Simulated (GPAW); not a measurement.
# Quasiparticle gap of H (Cmce) in GPAW

Aim: the G0W0 gap of H (Cmce) on LDA, step by step.

Program: GPAW 26.7.0. Level of theory: LDA and many-body steps on it, plane waves. Values are calculated unless marked as measured.

This is a report of a sequence of runs, with the program logs left out and the cost of each run kept.

### 1. Set-up

It takes space group Cmce (No. 64, orthorhombic). The conventional cell has a = 5.247 Å, b = 5.134 Å, c = 4.142 Å, α = 90.00°, β = 90.00°, γ = 90.00°. H has 1 H at 0.74 Å nearest.

Coordinates:

```cif
data_structure
_symmetry_space_group_name_H-M 'P 1'
_symmetry_Int_Tables_number 1
_cell_length_a 3.6704
_cell_length_b 3.6704
_cell_length_c 4.1418
_cell_angle_alpha 90.000
_cell_angle_beta 90.000
_cell_angle_gamma 88.751
_cell_volume 55.78
loop_
_atom_site_label
_atom_site_type_symbol
_atom_site_fract_x
_atom_site_fract_y
_atom_site_fract_z
_atom_site_occupancy
H1 H 0.95330 0.04670 0.06851 1
H2 H 0.45330 0.54670 0.43149 1
H3 H 0.54670 0.45330 0.56851 1
H4 H 0.04670 0.95330 0.93149 1
```

The cell and positions are those that the Materials Project relaxed with its own functionals (PBE, PBE+U or r2SCAN), kept fixed.

### 2. Ground state

This step: GPAW 26.7.0; DFT, LDA, plane waves, PAW.

The ground-state density comes first.

run.py

```python
import json
import numpy as np
from gpaw.mpi import world
from ase import Atoms
from gpaw import GPAW, PW, FermiDirac

atoms = Atoms(['H', 'H', 'H', 'H'],
    cell=[[2.6234813799, -2.5669048168, 0.0000000000],
      [2.6234813799, 2.5669048168, 0.0000000000],
      [0.0000000000, 0.0000000000, 4.1418180000]],
    scaled_positions=[[0.9532956300, 0.0467043700, 0.0685088900],
      [0.4532956300, 0.5467043700, 0.4314911100],
      [0.5467043700, 0.4532956300, 0.5685088900],
      [0.0467043700, 0.9532956300, 0.9314911100]],
    pbc=(True, True, True))
calc = GPAW(mode=PW(600),
    xc='LDA',
    kpts={'size': (6, 6, 6), 'gamma': True},
    occupations=FermiDirac(0.001),
    nbands=-8,
    convergence={'density': 1e-6, 'bands': -3},
    maxiter=100,
    txt='gs.txt')
atoms.calc = calc
res = {'energy': atoms.get_potential_energy()}
kpts = calc.get_ibz_k_points()
res['kpts'] = kpts
res['eigenvalues'] = [calc.get_eigenvalues(kpt=k) for k in range(len(kpts))]
res['n_electrons'] = calc.get_number_of_electrons()
calc.write('gs.gpw')

if world.rank == 0:
    with open('result.json', 'w') as f:
        json.dump(res, f, default=lambda x: x.tolist())
```

Command:

```
$ mpirun -n 4 gpaw python run.py
```

Run time: 7.3 s. Hardware: 4 MPI ranks of Arm Neoverse V1, shared host; peak memory 0.62 GiB; 29 s of CPU time.

Read from the output:

- total energy: -13.50 eV
- gap: 8.694 eV
- k of the valence top: 0, 0, 0
- k of the conduction bottom: 0.5, 0, 0.5
- least direct gap: 9.356 eV

The gap is indirect, with the least direct gap 0.66 eV higher.

### 3. Bands along the symmetry lines

The cheap functional maps the bands first; the places of the edges decide which points the dearer methods must see.

run.py

```python
import json
import numpy as np
from gpaw.mpi import world
from gpaw import GPAW

path = [[0.000000, 0.000000, 0.000000],
    [0.062500, 0.062500, 0.000000],
    [0.125000, 0.125000, 0.000000],
    [0.187500, 0.187500, 0.000000],
    [0.250000, 0.250000, 0.000000],
    [0.312500, 0.312500, 0.000000],
    [0.375000, 0.375000, 0.000000],
    [0.437500, 0.437500, 0.000000],
    [0.500000, 0.500000, 0.000000],
    [0.498667, 0.501333, 0.000000],
    [0.497333, 0.502667, 0.000000],
    [0.496000, 0.504000, 0.000000],
    [0.494667, 0.505333, 0.000000],
    [0.493333, 0.506667, 0.000000],
    [0.492000, 0.508000, 0.000000],
    [0.490667, 0.509333, 0.000000],
    [0.489334, 0.510666, 0.000000],
    [-0.489334, 0.489334, 0.000000],
    [-0.428167, 0.428167, 0.000000],
    [-0.367000, 0.367000, 0.000000],
    [-0.305833, 0.305833, 0.000000],
    [-0.244667, 0.244667, 0.000000],
    [-0.183500, 0.183500, 0.000000],
    [-0.122333, 0.122333, 0.000000],
    [-0.061167, 0.061167, 0.000000],
    [0.000000, 0.000000, 0.000000],
    [0.000000, 0.000000, 0.062500],
    [0.000000, 0.000000, 0.125000],
    [0.000000, 0.000000, 0.187500],
    [0.000000, 0.000000, 0.250000],
    [0.000000, 0.000000, 0.312500],
    [0.000000, 0.000000, 0.375000],
    [0.000000, 0.000000, 0.437500],
    [0.000000, 0.000000, 0.500000],
    [-0.061167, 0.061167, 0.500000],
    [-0.122333, 0.122333, 0.500000],
    [-0.183500, 0.183500, 0.500000],
    [-0.244667, 0.244667, 0.500000],
    [-0.305833, 0.305833, 0.500000],
    [-0.367000, 0.367000, 0.500000],
    [-0.428167, 0.428167, 0.500000],
    [-0.489334, 0.489334, 0.500000],
    [0.489334, 0.510666, 0.500000],
    [0.490667, 0.509333, 0.500000],
    [0.492000, 0.508000, 0.500000],
    [0.493333, 0.506667, 0.500000],
    [0.494667, 0.505333, 0.500000],
    [0.496000, 0.504000, 0.500000],
    [0.497333, 0.502667, 0.500000],
    [0.498667, 0.501333, 0.500000],
    [0.500000, 0.500000, 0.500000],
    [0.500000, 0.500000, 0.437500],
    [0.500000, 0.500000, 0.375000],
    [0.500000, 0.500000, 0.312500],
    [0.500000, 0.500000, 0.250000],
    [0.500000, 0.500000, 0.187500],
    [0.500000, 0.500000, 0.125000],
    [0.500000, 0.500000, 0.062500],
    [0.500000, 0.500000, 0.000000],
    [0.000000, 0.000000, 0.000000],
    [0.000000, 0.062500, 0.000000],
    [0.000000, 0.125000, 0.000000],
    [0.000000, 0.187500, 0.000000],
    [0.000000, 0.250000, 0.000000],
    [0.000000, 0.312500, 0.000000],
    [0.000000, 0.375000, 0.000000],
    [0.000000, 0.437500, 0.000000],
    [0.000000, 0.500000, 0.000000],
    [0.000000, 0.500000, 0.062500],
    [0.000000, 0.500000, 0.125000],
    [0.000000, 0.500000, 0.187500],
    [0.000000, 0.500000, 0.250000],
    [0.000000, 0.500000, 0.312500],
    [0.000000, 0.500000, 0.375000],
    [0.000000, 0.500000, 0.437500],
    [0.000000, 0.500000, 0.500000],
    [0.000000, 0.437500, 0.500000],
    [0.000000, 0.375000, 0.500000],
    [0.000000, 0.312500, 0.500000],
    [0.000000, 0.250000, 0.500000],
    [0.000000, 0.187500, 0.500000],
    [0.000000, 0.125000, 0.500000],
    [0.000000, 0.062500, 0.500000],
    [0.000000, 0.000000, 0.500000],
    [0.062500, 0.062500, 0.500000],
    [0.125000, 0.125000, 0.500000],
    [0.187500, 0.187500, 0.500000],
    [0.250000, 0.250000, 0.500000],
    [0.312500, 0.312500, 0.500000],
    [0.375000, 0.375000, 0.500000],
    [0.437500, 0.437500, 0.500000],
    [0.500000, 0.500000, 0.500000]]
calc = GPAW('gs.gpw').fixed_density(kpts=path,
    symmetry='off',
    nbands=12,
    convergence={'bands': 8},
    txt='bands.txt')
res = {}
kpts = calc.get_ibz_k_points()
res['kpts'] = kpts
res['eigenvalues'] = [calc.get_eigenvalues(kpt=k) for k in range(len(kpts))]
res['n_electrons'] = calc.get_number_of_electrons()

if world.rank == 0:
    with open('result.json', 'w') as f:
        json.dump(res, f, default=lambda x: x.tolist())
```

Command:

```
$ mpirun -n 4 gpaw python run.py
```

Wall time 7.7 s (4 MPI ranks); peak memory 0.65 GiB.

This step gave:

* gap: 8.694 eV
* k of the valence top: 0, 0, 0
* k of the conduction bottom: 0, 0.5, 0.5
* least direct gap: 9.356 eV

The gap is 8.694 eV, as in the run before at this level.

Electronic bands along the path, in eV, zero at the top of the highest filled band; v1 is the highest filled band, c1 the lowest empty one:

| point | v2 | v1 | c1 | c2 | c3 | c4 |
| --- | --- | --- | --- | --- | --- | --- |
| Γ | -1.94 | 0.00 | 10.95 | 12.18 | 12.77 | 14.71 |
| halfway | -1.35 | -0.22 | 10.29 | 10.95 | 12.07 | 13.41 |
| Y | -0.63 | -0.45 | 9.05 | 9.79 | 13.89 | 14.83 |
| halfway | -0.63 | -0.45 | 9.05 | 9.79 | 13.89 | 14.83 |
| F0 | -0.63 | -0.45 | 9.05 | 9.80 | 13.88 | 14.84 |
| jump to Δ0 | -0.63 | -0.45 | 9.05 | 9.80 | 13.88 | 14.84 |
| halfway | -1.30 | -0.31 | 10.29 | 11.25 | 12.42 | 12.66 |
| Γ | -1.94 | 0.00 | 10.95 | 12.18 | 12.77 | 14.71 |
| halfway | -1.66 | -0.28 | 10.14 | 11.08 | 13.64 | 15.24 |
| Z | -0.98 | -0.98 | 10.03 | 10.03 | 15.22 | 15.22 |
| halfway | -0.70 | -0.70 | 9.33 | 9.33 | 13.41 | 13.41 |
| B0 | -0.43 | -0.43 | 10.53 | 10.53 | 11.96 | 11.96 |
| jump to G0 | -0.43 | -0.43 | 10.53 | 10.53 | 11.96 | 11.96 |
| halfway | -0.43 | -0.43 | 10.54 | 10.54 | 11.96 | 11.96 |
| T | -0.43 | -0.43 | 10.54 | 10.54 | 11.96 | 11.96 |
| halfway | -0.55 | -0.42 | 9.50 | 10.34 | 11.84 | 12.63 |
| Y | -0.63 | -0.45 | 9.05 | 9.79 | 13.89 | 14.83 |
| jump to Γ | -1.94 | 0.00 | 10.95 | 12.18 | 12.77 | 14.71 |
| halfway | -1.60 | -0.18 | 10.99 | 11.14 | 11.99 | 14.23 |
| S | -0.82 | -0.82 | 10.31 | 10.31 | 13.48 | 13.48 |
| halfway | -0.74 | -0.74 | 9.37 | 9.37 | 14.34 | 14.34 |
| R | -0.66 | -0.66 | 8.69 | 8.69 | 15.34 | 15.34 |
| halfway | -0.83 | -0.83 | 9.37 | 9.37 | 14.93 | 14.93 |
| Z | -0.98 | -0.98 | 10.03 | 10.03 | 15.22 | 15.22 |
| halfway | -0.69 | -0.69 | 9.62 | 9.62 | 12.68 | 12.68 |
| T | -0.43 | -0.43 | 10.54 | 10.54 | 11.96 | 11.96 |

### 4. Empty states on the mesh, 4×4×4 mesh, 266 bands

The sums over transitions need many empty states on a uniform mesh; this step solves for them.

run.py

```python
import json
import numpy as np
from gpaw.mpi import world
from gpaw import GPAW

calc = GPAW('gs.gpw').fixed_density(kpts={'size': (4, 4, 4), 'gamma': True},
    parallel={'domain': 1, 'band': 1},
    txt='nscf.txt')
calc.diagonalize_full_hamiltonian(nbands=266)
calc.write('full.gpw', mode='all')
res = {}
kpts = calc.get_ibz_k_points()
res['kpts'] = kpts
res['eigenvalues'] = [calc.get_eigenvalues(kpt=k) for k in range(len(kpts))]
res['n_electrons'] = calc.get_number_of_electrons()

if world.rank == 0:
    with open('result.json', 'w') as f:
        json.dump(res, f, default=lambda x: x.tolist())
```

Command:

```
$ mpirun -n 4 gpaw python run.py
```

It took 47 s on 4 MPI ranks; peak memory 1.8 GiB; 3.2 min of CPU time.

Read from the output:

| Property | Result |
| --- | --- |
| gap | 8.694 eV |
| k of the valence top | 0, 0, 0 |
| k of the conduction bottom | 0.5, 0, 0.5 |
| least direct gap | 9.356 eV |
| k points computed | 24 |
| lowest point of the top converged band, above the valence top | 163.0874 eV |

On this mesh the gap is 8.694 eV.

### 5. Screening and self-energy, 4×4×4 mesh, 119 bands, screening to 96 eV

Now the one-shot GW correction: screening in the RPA, then the self-energy of the levels asked for.

This step: G0W0 on LDA, plane waves, PAW.

run.py

```python
import json
import numpy as np
from gpaw.mpi import world
from gpaw.response.g0w0 import G0W0

gw = G0W0('full.gpw',
    filename='gw',
    kpts=[0, 16],
    bands=(0, 4),
    ecut=96,
    nbands=119,
    integrate_gamma='WS',
    ppa=True)
gw.calculate()
res = {mode: {k: v for k, v in r.items() if k != 'sigma_eskwn'}
       for mode, r in gw.all_results.items()}

if world.rank == 0:
    with open('result.json', 'w') as f:
        json.dump(res, f, default=lambda x: x.tolist())
```

Command:

```
$ mpirun -n 4 gpaw python run.py
```

Run time: 46 s. Hardware: 4 MPI ranks; peak memory 0.82 GiB.

Read from the output:

```yaml
g0w0_gap_on_the_mesh: 14.94 eV
least_direct_g0w0_gap_on_the_computed_points: 15.68 eV
z_at_the_valence_top: 0.8618
z_at_the_conduction_bottom: 0.9182
starting_gap_on_the_mesh: 8.694 eV
k_of_the_valence_top: 0, 0, 0
k_of_the_conduction_bottom: 0.5, 0, 0.5
```

The gap on the mesh goes from 8.69 eV to 14.94 eV, a correction of +6.24 eV.

Limits: finite bands, cutoff and mesh; coarse k mesh. v1 is the top filled band, c1 the lowest empty one. The levels before and after the correction (eV, zero at the valence-band top of each column):

|  | conduction bottom | valence top |
| --- | --- | --- |
| Kohn-Sham | 8.69 | 0.00 |
| G0W0 | 14.94 | 0.00 |

|  | level | energy (eV) |
| --- | --- | --- |
| Kohn-Sham | Γ v2 | -1.941 |
| Kohn-Sham | Γ v1 | 0.000 |
| Kohn-Sham | Γ c1 | 10.950 |
| Kohn-Sham | Γ c2 | 12.184 |
| Kohn-Sham | (0.5 0 0.5) v2-v1 | -0.663 |
| Kohn-Sham | (0.5 0 0.5) c1-c2 | 8.694 |
| G0W0 | Γ v2 | -2.181 |
| G0W0 | Γ v1 | 0.000 |
| G0W0 | Γ c1 | 17.608 |
| G0W0 | Γ c2 | 18.412 |
| G0W0 | (0.5 0 0.5) v2-v1 | -0.746 |
| G0W0 | (0.5 0 0.5) c1-c2 | 14.936 |

### 6. Where the time went

Times are wall times on 4 MPI ranks of Arm Neoverse V1, shared host, good to a factor of about two.

| step | time | share | memory (GiB) |
| --- | --- | --- | --- |
| ground state | 7.3 s | 7 % | 0.62 |
| bands along the symmetry lines | 7.7 s | 7 % | 0.65 |
| empty states on the mesh | 47 s | 44 % | 1.8 |
| screening and self-energy | 46 s | 42 % | 0.82 |

### 7. Summary of results

```yaml
lda_gap: 8.69 eV, indirect
g0w0_gap_on_the_mesh: 14.94 eV
gw_settings: 4×4×4 mesh, 119 bands, screening to 96 eV, Godby-Needs plasmon pole
known_limits: short of the basis limit; coarse k mesh
```

**Reading.** G0W0 moves the gap on the mesh from 8.69 eV to 14.94 eV (+6.24 eV), with Z of 0.86 and 0.92 at the edges. Bands and cutoff are finite, so the gap stands short of the basis limit, usually by up to a few tenths of an eV; the mesh is an error of its own. The 4×4×4 mesh is coarse for this cell, which bears on the long-range parts of exchange and screening.

[Long decimals in the printed logs are rounded to 6 places.]

[Logs are printed without paths, hosts, clocks, repeated set-up lines and the standing remarks that a program may print on its own settings, such as how far it seeks lower states.]

[Paths, hosts, dates, memory and timing lines, banners, echoed tables and standing remarks are left out of the program output; an Ansatz launch command may be rebuilt from the run's recorded settings. Measured values are a selection of at most five: reports struck by readers or far from the other reports are left out. None is set beside runs whose start may be inverted or whose files or cutoffs have a known fault.]

[Runs of the session that timed out or met a known fault of the program may be left out.]

[Hosts, paths, dates, database ids (printed as entryN), source tags and the programs' standing remarks are cut or masked in the printed files.]

[Where the starting crystal was built by hand or by swapping elements, it need not be the compound's stable phase.]
